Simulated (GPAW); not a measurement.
# Screening of a field by 1T-PtSe2 monolayer, part 2 of 2

How does 1T-PtSe2 monolayer screen a perpendicular field?

GPAW 26.7.0; GPAW, PAW setups; layer in a repeated cell with vacuum, relaxation of atoms and in-plane cell (the session's first sound run).

So far. Step 5 (Field on): The dipole is now -0.0329 e Å, against -2.4e-4 in the run without a field. Step 8 (In a field): The dipole is now 0.0329 e Å, against -2.4e-4 in the run without a field.

### Step 9. Field on

Contents of run.py:

```python
import json
import numpy as np
from ase import Atoms
from gpaw import GPAW, PW
from gpaw.external import ConstantElectricField

slab = Atoms(
    ['Se', 'Pt', 'Se'],
    positions=[
        [1.87323, 1.08151, 7.00000],
        [-0.00000, -0.00000, 8.31148],
        [-0.00000, 2.16302, 9.62297]],
    cell=[[3.74646, 0.0, 0.0], [-1.87323, 3.24453, 0.0], [0.0, 0.0, 16.623]],
    pbc=[True, True, False])

slab.calc = GPAW(mode=PW(400), xc='PBE', kpts={'size': (9, 9, 1), 'gamma': True},
                 occupations={'name': 'fermi-dirac', 'width': 0.05}, nbands='160%',
                 convergence={'density': 1e-05}, maxiter=200,
                 poissonsolver={'dipolelayer': 'xy'},
                 external=ConstantElectricField(0.2, [0, 0, 1]),
                 symmetry={'tolerance': 1e-3}, txt='slab.txt')
result = {}
energy = slab.get_potential_energy()
fermi = slab.calc.get_fermi_level()
v = slab.calc.get_electrostatic_potential().mean((0, 1)) - fermi
n = slab.calc.get_pseudo_density().mean((0, 1))
L = slab.cell[2, 2]
z = np.arange(len(v)) * L / len(v)
low, high = slab.positions[:, 2].min(), slab.positions[:, 2].max()
below, above = np.interp([low - 4.8, high + 4.8], z, v)
slopes = [np.interp(x, z, np.gradient(v, z)) for x in (low - 4.8, high + 4.8)]
eps = np.array([[slab.calc.get_eigenvalues(k, s) for k in range(len(slab.calc.get_ibz_k_points()))]
                for s in range(slab.calc.get_number_of_spins())]) - fermi
top, bottom = eps[eps < 0].max(), eps[eps > 0].min()
dipole = slab.get_dipole_moment()[2]
print(f'energy {energy:.4f} eV, Fermi level {fermi:.4f} eV, dipole {dipole:.5f} e A')
print(f'potential 4.8 A off the faces, from the Fermi level: lower {below:.4f} eV, upper {above:.4f} eV')
print(f'slope of the potential there: lower {slopes[0]:.5f}, upper {slopes[1]:.5f} eV/A')
print(f'nearest levels on the mesh: {top:.4f} and {bottom:.4f} eV')
print('magnetic moment', round(slab.get_magnetic_moment(), 3))
result.update(energy=energy, fermi=fermi, dipole=dipole, below=below, above=above, slopes=slopes, edges=[top, bottom],
              z=z.tolist(), v=v.tolist(), n=n.tolist(), positions=slab.positions.tolist(),
              forces=slab.get_forces(apply_constraint=False).tolist(), moments=slab.get_magnetic_moments().tolist())
json.dump(result, open('result.json', 'w'))
```

Command:

```console
> OMP_NUM_THREADS=1 OPENBLAS_NUM_THREADS=1 python run.py
```

Run time: 78 s. Hardware: 1 thread of Arm Neoverse V2, shared host; peak memory 0.26 GiB.

The electrostatic potential energy of an electron (without an applied field's), less the Fermi level, planar mean by z:

| z (Å) | electrostatic potential energy of an electron (without an applied field's), less the Fermi level, planar mean (eV) |
| --- | --- |
| 0 | 5.04 |
| 1 | 5.53 |
| 2 | 5.53 |
| 3 | 5.53 |
| 4 | 5.52 |
| 5 | 5.39 |
| 6 | 3.17 |
| 7 | -15.2 |
| 8 | -11.4 |
| 9 | -7.76 |
| 10 | -7.65 |
| 11 | 3.83 |
| 12 | 4.51 |
| 13 | 4.55 |
| 14 | 4.55 |
| 15 | 4.55 |
| 16 | 4.55 |

The dipole is now 0.0657 e Å, against -2.4e-4 in the run without a field.

### Step 10. Field on

run.py: that of step 9 with these lines changed.

```diff
@@ -19,3 +19,3 @@
                  poissonsolver={'dipolelayer': 'xy'},
-                 external=ConstantElectricField(0.2, [0, 0, 1]),
+                 external=ConstantElectricField(0.3, [0, 0, 1]),
                  symmetry={'tolerance': 1e-3}, txt='slab.txt')
```

The job ended after 78 s (1 thread; peak memory 0.26 GiB).

The dipole is now 0.0987 e Å, against -2.4e-4 in the run without a field.

### Step 11. The series

The members are put on one axis.

This step: induced dipole against applied field (GPAW 26.7.0).

Dipole along the normal against field:

| field (V/Å) | dipole along the normal (e·Å) |
| --- | --- |
| -0.200 | -0.0657 |
| -0.100 | -0.0329 |
| -0.050 | -0.0164 |
| 0.000 | -2.4e-4 |
| 0.050 | 0.0164 |
| 0.100 | 0.0329 |
| 0.200 | 0.0657 |
| 0.300 | 0.0987 |

### Step 12. A changed run

One more run, with changed settings.

This step: GPAW, PAW setups; slab in vacuum (GPAW 26.7.0).

run.py: that of step 10 with these lines changed.

```diff
@@ -4,3 +4,2 @@
 from gpaw import GPAW, PW
-from gpaw.external import ConstantElectricField
 
@@ -13,3 +12,3 @@
     cell=[[3.74646, 0.0, 0.0], [-1.87323, 3.24453, 0.0], [0.0, 0.0, 16.623]],
-    pbc=[True, True, False])
+    pbc=[True, True, True])
 
@@ -17,5 +16,4 @@
                  occupations={'name': 'fermi-dirac', 'width': 0.05}, nbands='160%',
-                 convergence={'density': 1e-05}, maxiter=200,
+                 convergence={'density': 1e-05}, maxiter=75,
                  poissonsolver={'dipolelayer': 'xy'},
-                 external=ConstantElectricField(0.3, [0, 0, 1]),
                  symmetry={'tolerance': 1e-3}, txt='slab.txt')
```

The job ended after 0.8 s (1 thread; peak memory 0.13 GiB).

The program refused the input before any cycle.

The fault put into the input: a dipole layer in a cell that repeats along the normal (pbc_z = true).

### Step 13. Outcome

| Quantity | Value |
| --- | --- |
| work function, upper and lower face (Fermi level placed in the gap by the smearing) | 5.037 and 5.031 eV |
| ionisation energy from the upper face (highest filled level on the mesh) | 5.73 eV |
| electron affinity from the upper face (lowest empty Kohn-Sham level on the mesh) | 4.37 eV |
| dipole along the normal | -2.4e-4 e Å, near the numerical noise |
| induced dipole per field | 0.329 e Å per V/Å |
| out-of-plane polarisability per area, α/(ε0 A) | 4.89 Å |

**Reading.** The field induces 0.329 e Å per V/Å, a polarisable thickness α/(ε0 A) of 4.89 Å beside 2.62 Å between the outermost nuclei. A perfect conductor would give the distance between its two image planes; a dielectric of thickness t gives t(1 - 1/ε). The levels nearest the Fermi level on the mesh lie 1.35 eV apart, so the slab is gapped there: the smearing puts the Fermi level inside the gap, and from either face the ionisation energy is the work function plus 0.69 eV. Both are Kohn-Sham levels on the mesh, and semilocal gaps are too small, so the affinity tends to come out too large and the ionisation energy too small. The induced dipole is linear in the field over this range. With elements this heavy, spin-orbit coupling can move band edges by tenths of an eV. The small printed dipole stands for a step of 3.5 meV from the lower to the upper face, and the probes find 5.3 meV; values this small are near the numerical noise of both. The layer's cell and atoms come from the relaxation; spin-orbit coupling and temperature are left out.

[Logs are printed without paths, hosts, clocks, repeated set-up lines and the standing remarks that a program may print on its own settings, such as how far it seeks lower states.]

[Hosts, paths, dates, database ids (printed as entryN), source tags and the programs' standing remarks are cut or masked in the printed files.]
